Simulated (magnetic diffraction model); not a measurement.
**Pr3V4Au3 below its ordering temperature**

Space group I-43d (no. 220), a = 9.4000 Å.

| site | atom | x | y | z |
| --- | --- | --- | --- | --- |
| 12a | Au | 0 | 3/4 | 1/8 |
| 12b | Pr | 1/2 | 1/4 | 1/8 |
| 16c | V | 0.1649 | 0.1649 | 0.1649 |

This is a made-up structure (elements placed in a structure type, unrelaxed), so the numbers test the method and describe no known phase.

Only Pr is taken to order (form factors of Pr3+); orders and moment sizes are assumed, and not adapted to the symmetry. Radiation: neutrons of λ = 2.0775 Å, 3° to 70°; isotropic B of 0.14 Å² (Au), 0.12 Å² (Pr) and 0.23 Å² (V). Simulated constant-wavelength pattern: nuclear and magnetic terms add, the magnetic one as |2.695 fm × Σ f S⊥ exp(2πi Q·r) exp(−B s²)|², summed over all Q at one angle with the factor 1/(sin²θ cos θ). For collinear order S is the moment m, which repeats by lattice and centring translations R with the sign exp(−2πi k·R). Free-ion form factors, Sears's scattering lengths of 1992, no absorption; a label names one of the reflections at its angle. The strongest nuclear line in the range is 100, and lines under 0.2 are left out.

Above the ordering temperature:

| 2θ (°) | index | I |
| --- | --- | --- |
| 31.41 | (2 1 1) | 91.7 |
| 36.43 | (2 2 0) | 30.6 |
| 40.91 | (3 1 0) | 7.7 |
| 48.85 | (3 2 1) | 62.1 |
| 52.47 | (4 0 0) | 8.7 |
| 59.23 | (4 2 0) | 100.0 |
| 62.44 | (3 3 2) | 26.1 |
| 65.55 | (4 2 2) | 22.3 |
| 68.59 | (5 1 0) | 6.1 |

Below it (cell unchanged):

```
2θ (°)      I
  8.96   22.0
 15.56   12.2
 20.12   15.2
 23.86    7.2
 27.11   13.1
 30.04   10.6
 31.41   91.7
 32.73   15.3
 35.23    8.1
 36.43   30.6
 37.59    2.5
 39.83    8.7
 40.91    7.7
 41.96    3.4
 44.02    2.8
 46.00    6.6
 47.91    9.6
 48.85   62.1
 49.77    1.1
 51.58    7.7
 52.47    8.7
 53.34    7.2
 55.07    5.0
 56.76    6.1
 58.42    0.9
 59.23  100.0
 60.04    2.1
 61.65    4.8
 62.44   26.1
 63.23    6.1
 64.78    3.9
 65.55   22.3
 66.32    4.0
 67.84    1.2
 68.59    6.1
 69.34    2.8
```

**Question.** Check that the new lines index with k = (0 1/2 1/2), then choose among these models:
A. collinear moments along [111], 2.9 μB on Pr; signs + at (1/2, 1/4, 1/8), − at (1/2, 3/4, 3/8), + at (1/8, 1/2, 1/4), + at (3/8, 1/2, 3/4), + at (1/4, 1/8, 1/2), + at (3/4, 3/8, 1/2)
B. collinear moments along [111], 2.9 μB on Pr; signs + at (1/2, 1/4, 1/8), + at (1/2, 3/4, 3/8), + at (1/8, 1/2, 1/4), − at (3/8, 1/2, 3/4), − at (1/4, 1/8, 1/2), − at (3/4, 3/8, 1/2)
C. collinear moments along [101], 2.9 μB on Pr; signs + at (1/2, 1/4, 1/8), + at (1/2, 3/4, 3/8), + at (1/8, 1/2, 1/4), − at (3/8, 1/2, 3/4), − at (1/4, 1/8, 1/2), − at (3/4, 3/8, 1/2)
D. collinear moments along [101], 2.9 μB on Pr; signs + at (1/2, 1/4, 1/8), − at (1/2, 3/4, 3/8), + at (1/8, 1/2, 1/4), + at (3/8, 1/2, 3/4), + at (1/4, 1/8, 1/2), + at (3/4, 3/8, 1/2)

The new lines index as (0 1/2 1/2) at 8.96°, (1 1/2 -1/2) at 15.56°, (0 3/2 -1/2) at 20.12° and (1 3/2 1/2) at 23.86°, that is as H ± k with k = (0 1/2 1/2), one of 6 inequivalent arms of its star (k and −k counted as one), which a powder can't tell apart. Half indices mean that the moments reverse under translations with k·R a half-integer, and the magnetic cell has twice the primitive volume.

Magnetic intensity, observed (below minus above) and for each model:

| 2θ (°) | index | observed | A | B | C | D |
| --- | --- | --- | --- | --- | --- | --- |
| 8.96 | (0 1/2 1/2) | 22.0 | 22.0 | 2.5 | 5.7 | 49.5 |
| 15.56 | (1 1/2 -1/2) | 12.2 | 12.2 | 17.1 | 12.1 | 10.5 |
| 20.12 | (0 3/2 -1/2) | 15.2 | 15.2 | 31.7 | 21.3 | 14.4 |
| 23.86 | (1 3/2 1/2) | 7.2 | 7.2 | 14.5 | 26.9 | 7.4 |
| 30.04 | (1 3/2 -3/2) | 10.6 | 10.6 | 2.8 | 1.5 | 9.7 |
| 32.73 | (0 5/2 1/2) | 15.3 | 15.3 | 6.7 | 5.0 | 15.5 |
| 46.00 | (0 5/2 5/2) | 6.6 | 6.6 | 12.7 | 14.7 | 5.4 |
| 47.91 | (1 1/2 7/2) | 9.6 | 9.6 | 12.1 | 8.8 | 7.0 |

Model A matches.

The structure used: k = (0 1/2 1/2), collinear moments along [111], 2.9 μB on Pr; signs + at (1/2, 1/4, 1/8), − at (1/2, 3/4, 3/8), + at (1/8, 1/2, 1/4), + at (3/8, 1/2, 3/4), + at (1/4, 1/8, 1/2), + at (3/4, 3/8, 1/2).

[Logs are printed without paths, hosts, clocks, repeated set-up lines and the standing remarks that a program may print on its own settings, such as how far it seeks lower states.]
